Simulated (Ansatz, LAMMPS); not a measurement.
## Molecular dynamics of a frame of liquid (Rb,Cs)F from 990 K, run at 300 K (72 atoms)

How do the atoms of a frame of liquid (Rb,Cs)F from 990 K, run at 300 K (72 atoms) move, and what local order do they keep?

Calculated with Ansatz 0.2.0; Kohn-Sham DFT, RPBE, PAW (set soft_2), plane waves.

### Step 1. The structure

The cell holds 72 atoms: 18 Rb, 18 Cs and 36 F. Its edges and angles: a = 13.496 Å, b = 13.496 Å, c = 13.496 Å, α = 90.0°, β = 90.0°, γ = 90.0°. 72 atoms (18 Rb, 18 Cs, 36 F) placed at random at 3.12 g/cm³, melted at 1800 K for 10 ps at fixed volume with the Lennard-Jones and Coulomb ion parameters for SPC/E (Joung and Cheatham, J. Phys. Chem. B 112, 9020 (2008)), full charges. Snapshot at the end of a hold of 20 ps at 990 K and fixed volume.

Limits known from the start: The network of bonds at the start is that of the classical potential that made the cell. The cell was made at 990 K but the dynamics is set to 300 K: the trajectory isn't one at 990 K. The ion parameters were fitted for water, not for melts, so the starting structure of this cell may lie well off the real melt's. The Brillouin zone is sampled at Γ only, in a cell whose shortest periodic width is 13 Å. Spin–orbit coupling is left out, which matters for the levels of the heavy elements.

### Step 2. Dynamics started at 300 K

Without a thermostat the total energy must stay constant, which tests forces and time step. The time step is 1.0 fs.

File input.yaml:

```yaml
crystal:
  lattice:
    - [13.4964, 0.0, 0.0]
    - [0.0, 13.4964, 0.0]
    - [0.0, 0.0, 13.4964]
  atoms:
    - { symbol: Rb, position: [0.65239, 0.73282, 0.22806] }
    - { symbol: Rb, position: [0.53567, 0.28138, 0.98707] }
    - { symbol: Rb, position: [0.25321, 0.08979, 0.06179] }
    - { symbol: Rb, position: [0.08196, 0.07478, 0.2921] }
    [... 62 atom lines left out ...]
    - { symbol: F, position: [0.60843, 0.23187, 0.43559] }
    - { symbol: F, position: [0.79925, 0.10546, 0.71557] }
    - { symbol: F, position: [0.88449, 0.43113, 0.15787] }
    - { symbol: F, position: [0.63055, 0.56013, 0.33129] }
    - { symbol: F, position: [0.74754, 0.40585, 0.57114] }
    - { symbol: F, position: [0.22281, 0.92993, 0.18732] }
kpoints:
  mp_grid: { grid: [1, 1, 1] }
hamiltonian:
  xc: rpbe
scf:
  occupations: { method: fixed }
output:
  forces: true
  stress: true
md:
  timestep: 1.0
  n_steps: 103
  ensemble: nve
  temperature: 300
  initial_velocities: maxwell_boltzmann
  seed: 1331
```

On the command line:

```sh
> ansatz run input.yaml --threads 4 --pin off --max-ram 8192MiB --backend cpu --events-out ev --progress --plain --runs-dir out
```

Run time: 17 min. Hardware: 4 threads of Arm Neoverse V2, shared host; peak memory 2.8 GiB.

The program notes that the SCF threshold is loose for the stress and it switched symmetry off.

The trajectory, sampled:

| time (fs) | T (K) | potential (meV/atom) | conserved (meV/atom) |
| --- | --- | --- | --- |
| 0.0 | 300 | 0.0 | 0.00 |
| 7.0 | 306 | -0.7 | 0.00 |
| 14.0 | 327 | -3.4 | 0.00 |
| 21.0 | 358 | -7.5 | 0.00 |
| 27.0 | 390 | -11.5 | 0.00 |
| 34.0 | 426 | -16.1 | 0.00 |
| 41.0 | 457 | -20.0 | 0.00 |
| 48.0 | 479 | -22.8 | 0.00 |
| 55.0 | 492 | -24.5 | 0.00 |
| 62.0 | 499 | -25.4 | 0.00 |
| 69.0 | 501 | -25.6 | 0.00 |
| 76.0 | 502 | -25.7 | 0.00 |
| 82.0 | 504 | -25.9 | 0.00 |
| 89.0 | 509 | -26.7 | 0.00 |
| 96.0 | 519 | -27.9 | 0.00 |
| 103.0 | 532 | -29.5 | 0.00 |

Mean square displacement from the first frame to the last: Rb 0.10 Å², Cs 0.11 Å², F 0.31 Å².

Table of mean square displacement by time lag:

| time lag (fs) | Cs (Å²) | F (Å²) | Rb (Å²) |
| --- | --- | --- | --- |
| 1.0 | 1.2e-5 | 4.7e-5 | 1.3e-5 |
| 3.0 | 1.1e-4 | 4.3e-4 | 1.1e-4 |
| 5.0 | 3.0e-4 | 0.00119 | 3.1e-4 |
| 7.0 | 5.8e-4 | 0.00234 | 6.2e-4 |
| 11.0 | 0.00143 | 0.00579 | 0.00152 |
| 13.0 | 0.00200 | 0.00810 | 0.00211 |
| 15.0 | 0.00266 | 0.0108 | 0.00281 |
| 18.0 | 0.00383 | 0.0155 | 0.00403 |
| 20.0 | 0.00472 | 0.0192 | 0.00497 |
| 22.0 | 0.00571 | 0.0232 | 0.00600 |
| 24.0 | 0.00679 | 0.0276 | 0.00712 |
| 28.0 | 0.00923 | 0.0374 | 0.00963 |
| 30.0 | 0.0106 | 0.0428 | 0.0110 |
| 32.0 | 0.0120 | 0.0486 | 0.0125 |
| 35.0 | 0.0144 | 0.0578 | 0.0149 |
| 37.0 | 0.0160 | 0.0643 | 0.0166 |
| 39.0 | 0.0178 | 0.0711 | 0.0184 |
| 41.0 | 0.0196 | 0.0781 | 0.0202 |
| 45.0 | 0.0235 | 0.0928 | 0.0242 |
| 47.0 | 0.0256 | 0.101 | 0.0262 |
| 49.0 | 0.0278 | 0.108 | 0.0284 |
| 52.0 | 0.0311 | 0.120 | 0.0318 |

Over the second half of 103 fs the temperature averages 506 K, rising from about 495 to 521 K (means over the first and last quarter of that half). The conserved energy stays within 0.00 meV/atom. From first frame to last F has the largest mean square displacement, 0.31 Å² at the end; the farthest move is 1.09 Å. The mean temperature of 506 K lies well off the 300 K of the input: without a thermostat, the energy that the start releases heats the cell. The count of bonds goes from 167 in the first frame to 169 in the last, by one set of cutoffs: 4 pairs passed out of them and 6 came within. The run spans 0.10 ps, too short for its means to be equilibrium values.

### Step 3. Local order late in the run

The g(r) is a mean over the second half; what follows it is taken at the last frame.

Density 3.12 g/cm³, 34.14 Å³ an atom.

Mean of 14 frames. g(r), total and by pair (bins of 0.2 Å):

| r (Å) | total | F-F | F-Cs | F-Rb | Cs-Cs | Cs-Rb | Rb-Rb |
| --- | --- | --- | --- | --- | --- | --- | --- |
| 2.40 | 0.09 | 0.00 | 0.00 | 0.35 | 0.00 | 0.00 | 0.00 |
| 2.60 | 1.26 | 0.00 | 0.91 | 4.12 | 0.00 | 0.00 | 0.00 |
| 2.80 | 2.15 | 0.00 | 3.41 | 5.23 | 0.00 | 0.00 | 0.00 |
| 3.00 | 1.92 | 0.00 | 4.37 | 3.33 | 0.00 | 0.00 | 0.00 |
| 3.20 | 1.10 | 0.18 | 2.91 | 1.32 | 0.00 | 0.00 | 0.00 |
| 3.40 | 0.64 | 0.48 | 1.21 | 0.62 | 0.00 | 0.47 | 0.07 |
| 3.60 | 0.74 | 0.88 | 0.51 | 0.68 | 0.43 | 0.80 | 1.52 |
| 3.80 | 0.86 | 1.44 | 0.45 | 0.14 | 2.00 | 1.15 | 1.41 |
| 4.00 | 1.15 | 1.87 | 0.31 | 0.32 | 1.32 | 2.06 | 2.91 |
| 4.20 | 1.18 | 1.87 | 0.51 | 0.23 | 2.41 | 2.12 | 1.81 |
| 4.40 | 1.13 | 1.90 | 0.56 | 0.28 | 1.96 | 2.00 | 1.19 |
| 4.60 | 1.17 | 1.72 | 0.74 | 0.55 | 1.32 | 2.11 | 1.09 |
| 4.80 | 0.83 | 1.24 | 0.41 | 0.46 | 1.46 | 1.04 | 1.26 |
| 5.00 | 0.81 | 1.00 | 0.38 | 0.57 | 1.08 | 1.12 | 1.83 |
| 5.20 | 0.78 | 0.98 | 0.87 | 0.52 | 0.56 | 0.81 | 0.88 |
| 5.40 | 0.79 | 0.84 | 0.63 | 0.76 | 0.76 | 1.03 | 0.93 |
| 5.60 | 1.09 | 0.98 | 0.81 | 1.24 | 1.47 | 1.33 | 1.17 |
| 5.80 | 1.19 | 0.85 | 1.42 | 1.54 | 0.99 | 1.10 | 0.58 |
| 6.00 | 1.03 | 0.83 | 1.19 | 1.55 | 0.53 | 0.53 | 0.58 |
| 6.20 | 1.02 | 0.65 | 1.42 | 1.48 | 0.66 | 0.55 | 0.34 |
| 6.40 | 0.96 | 0.59 | 1.38 | 1.31 | 0.42 | 0.68 | 0.55 |
| 6.60 | 1.03 | 0.77 | 1.41 | 1.41 | 0.58 | 0.60 | 0.30 |

Bonds by pair of elements; cutoffs follow the first minimum of g(r), held within bounds set by covalent radii, and pairs that aren't listed don't count as bonded:

| pair A-B | cutoff (Å) | bonds | mean length (Å) | spread (Å) | shortest (Å) | B about A | A about B |
| --- | --- | --- | --- | --- | --- | --- | --- |
| F-Cs | 3.93 | 88 | 3.13 | 0.321 | 2.62 | 2.44 | 4.89 |
| F-Rb | 3.48 | 81 | 2.88 | 0.214 | 2.48 | 2.25 | 4.5 |

How many atoms have how many bonded neighbours:

| element | mean | 4 | 5 | 6 |
| --- | --- | --- | --- | --- |
| Cs | 4.89 | 2 | 16 | 0 |
| F | 4.69 | 16 | 15 | 5 |
| Rb | 4.5 | 11 | 5 | 2 |

Bond angles (no mean is given where the spread exceeds 20°):

| angle | count | mean (°) | spread (°) |
| --- | --- | --- | --- |
| F-Cs-F | 172 | - | - |
| Cs-F-Rb | 165 | - | - |
| F-Rb-F | 146 | - | - |
| Cs-F-Cs | 82 | - | - |
| Rb-F-Rb | 74 | - | - |

Bond length by coordination (bonds to H left out):

| element | coordination | atoms | mean bond length (Å) |
| --- | --- | --- | --- |
| Cs | 4 | 2 | 3.00 |
| Cs | 5 | 16 | 3.15 |
| F | 4 | 16 | 2.93 |
| F | 5 | 15 | 3.04 |
| F | 6 | 5 | 3.12 |
| Rb | 4 | 11 | 2.85 |
| Rb | 5 | 5 | 2.91 |
| Rb | 6 | 2 | 2.94 |

First main peaks of g(r), for some of the pairs, lie near 2.9 Å (F-Cs) and 2.8 Å (F-Rb). By these cutoffs 89 % of Cs atoms have 5, 44 % of F atoms have 4 and 61 % of Rb atoms have 4 bonded neighbours.

### Step 4. Single point at the last frame

The last frame is solved once more, with the analyses that the dynamics left out.

File input.yaml:

```yaml
crystal:
  lattice:
    - [13.4964, 0.0, 0.0]
    - [0.0, 13.4964, 0.0]
    - [0.0, 0.0, 13.4964]
  atoms:
    - { symbol: Rb, position: [0.63726, 0.75396, 0.24064] }
    - { symbol: Rb, position: [0.5327, 0.27246, 0.98165] }
    - { symbol: Rb, position: [0.24306, 0.09975, 0.0493] }
    - { symbol: Rb, position: [0.08121, 0.04744, 0.3075] }
    [... 62 atom lines left out ...]
    - { symbol: F, position: [0.6489, 0.19001, 0.41097] }
    - { symbol: F, position: [0.76281, 0.10394, 0.68078] }
    - { symbol: F, position: [0.90091, 0.45654, 0.15831] }
    - { symbol: F, position: [0.62701, 0.57576, 0.3505] }
    - { symbol: F, position: [0.73902, 0.38896, 0.57283] }
    - { symbol: F, position: [0.20344, 0.92111, 0.16719] }
kpoints:
  mp_grid: { grid: [1, 1, 1] }
hamiltonian:
  xc: rpbe
scf:
  occupations: { method: fixed }
output:
  forces: true
  stress: true
  populations: intrinsic
  dos:
    method: { smearing: { sigma: 0.15 } }
    de: 0.1
    projected: { site_lists: { Cs: [Cs], F: [F], Rb: [Rb] } }
  eigenvalues: true
  write_density: true
  write_potential: true
  volumetric_format: npy
```

Wall time 31 s (4 threads); peak memory 2.8 GiB; 2 min of CPU time.

The program notes that the exchange-correlation potential is rough where the density is thin.

Numbers from this run:

```
free energy                                      : -190437.3442 eV
free energy per atom                             : -2644.9631 eV/atom
SCF cycles                                       : 9
pressure                                         : 0.6171 GPa
r.m.s. force component                           : 0.2574 eV/Å
longest force                                    : 0.9172 eV/Å
Fermi energy                                     : 1.164 eV
gap (highest filled to lowest empty level) : 3.746 eV
```

Neighbours are counted within 3.93 Å (F-Cs), 3.48 Å (F-Rb), the cutoffs taken from the dynamics.

Length of the force by element and coordination:

| element | coordination | atoms | mean length of the force (eV/Å) | spread | least | most |
| --- | --- | --- | --- | --- | --- | --- |
| Cs | all | 18 | 0.448 | 0.148 | 0.238 | 0.764 |
| Cs | 4 | 2 | 0.574 | 0.0527 | 0.521 | 0.627 |
| Cs | 5 | 16 | 0.433 | 0.149 | 0.238 | 0.764 |
| F | all | 36 | 0.357 | 0.184 | 0.0336 | 0.753 |
| F | 4 | 16 | 0.407 | 0.181 | 0.08 | 0.739 |
| F | 5 | 15 | 0.336 | 0.177 | 0.119 | 0.753 |
| F | 6 | 5 | 0.261 | 0.159 | 0.0336 | 0.485 |
| Rb | all | 18 | 0.475 | 0.152 | 0.249 | 0.917 |
| Rb | 4 | 11 | 0.477 | 0.160 | 0.274 | 0.917 |
| Rb | 5 | 5 | 0.497 | 0.117 | 0.300 | 0.659 |
| Rb | 6 | 2 | 0.415 | 0.166 | 0.249 | 0.582 |

Intrinsic-atomic-orbital charges by element and coordination:

| element | coordination | atoms | mean charge (e) | spread | least | most |
| --- | --- | --- | --- | --- | --- | --- |
| Cs | all | 18 | 0.920 | 0.007 | 0.906 | 0.932 |
| Cs | 4 | 2 | 0.928 | 0.002 | 0.926 | 0.930 |
| Cs | 5 | 16 | 0.919 | 0.0067 | 0.906 | 0.932 |
| F | all | 36 | -0.896 | 0.0085 | -0.915 | -0.882 |
| F | 4 | 16 | -0.899 | 0.0095 | -0.915 | -0.882 |
| F | 5 | 15 | -0.895 | 0.0058 | -0.907 | -0.884 |
| F | 6 | 5 | -0.886 | 0.0024 | -0.889 | -0.882 |
| Rb | all | 18 | 0.871 | 0.0107 | 0.848 | 0.891 |
| Rb | 4 | 11 | 0.876 | 0.0073 | 0.864 | 0.891 |
| Rb | 5 | 5 | 0.869 | 0.0079 | 0.855 | 0.879 |
| Rb | 6 | 2 | 0.850 | 0.0018 | 0.848 | 0.852 |

States in the cell by windows of 1 eV, zero at the Fermi level; the larger projections on atomic orbitals stand beside the total:

| from (eV) | to (eV) | total | F p | Rb p | Cs p |
| --- | --- | --- | --- | --- | --- |
| -10 | -9 | 20.1 | 0.1 | 19.7 | 0.1 |
| -9 | -8 | 76.1 | 0.9 | 74.3 | 0.5 |
| -8 | -7 | 24.8 | 0.4 | 11.6 | 12.5 |
| -7 | -6 | 86.7 | 1.8 | 0.6 | 83.6 |
| -6 | -5 | 8.3 | 0.2 | 0.0 | 8.0 |
| -5 | -2 | 0.0 | 0.0 | 0.0 | 0.0 |
| -2 | -1 | 75.2 | 71.6 | 0.3 | 0.9 |
| -1 | 0 | 138.6 | 133.1 | 0.8 | 1.3 |
| 0 | 1 | 2.3 | 2.2 | 0.0 | 0.0 |
| 1 | 3 | 0.0 | 0.0 | 0.0 | 0.0 |
| 3 | 4 | 2.0 | 0.0 | 0.0 | 0.0 |
| 4 | 5 | 9.7 | 0.3 | 0.1 | 0.1 |

With fixed occupations the program's Fermi level is the highest filled level; weight inside the gap is the broadening of levels at its edges.

Between -26 and -10 eV lie 144 more states.

The levels nearest the highest filled one (over half full), pooled over k-points and spins:

| level less the highest filled one (eV) | occupation |
| --- | --- |
| -0.157 | 2 |
| -0.131 | 2 |
| -0.059 | 2 |
| -0.0549 | 2 |
| -0.016 | 2 |
| 0 | 2 |
| 3.75 | 0 |
| 4.42 | 0 |
| 4.59 | 0 |
| 4.76 | 0 |
| 4.88 | 0 |
| 4.99 | 0 |

Mean intrinsic-atomic-orbital charges: Cs +0.92, F -0.90, Rb +0.87 e.

### Step 5. Summary of results

| Quantity | Value |
| --- | --- |
| mean temperature, second half | 505.7 K |
| temperature swing, second half | 10.44 K |
| mean pressure, second half | 0.8939 GPa |
| slope of the conserved energy against time, by least squares | 0.0016 meV/atom/ps |
| free energy per atom | -2644.9631 eV/atom |
| pressure | 0.6171 GPa |
| r.m.s. force component | 0.2574 eV/Å |
| gap (highest filled to lowest empty level) | 3.746 eV |
| wall time of the 2 DFT runs | 17 min |

In words: Over the second half of 103 fs the temperature averages 506 K, rising from about 495 to 521 K (means over the first and last quarter of that half). The conserved energy stays within 0.00 meV/atom. The mean temperature of 506 K lies well off the 300 K of the input: without a thermostat, the energy that the start releases heats the cell. The count of bonds goes from 167 in the first frame to 169 in the last, by one set of cutoffs: 4 pairs passed out of them and 6 came within. The run spans 0.10 ps, too short for its means to be equilibrium values. Counting bonds as in the table, 89 % of Cs atoms have 5, 44 % of F atoms have 4 and 61 % of Rb atoms have 4 bonded neighbours. The highest filled and lowest empty levels differ by 3.75 eV (at Γ alone); a semilocal functional tends to put such gaps too low. In a disordered cell it changes from sample to sample and from frame to frame.

Caveats: The starting topology of bonds comes from the classical model; in DFT 4 of its 167 bonded pairs passed out of the cutoffs and 6 came within them. The pressure of a single frame lacks the kinetic term, about 0.20 GPa here.

[Logs are printed without paths, hosts, clocks, repeated set-up lines and the standing remarks that a program may print on its own settings, such as how far it seeks lower states.]

[Hosts, paths, dates, database ids (printed as entryN), source tags and the programs' standing remarks are cut or masked in the printed files.]
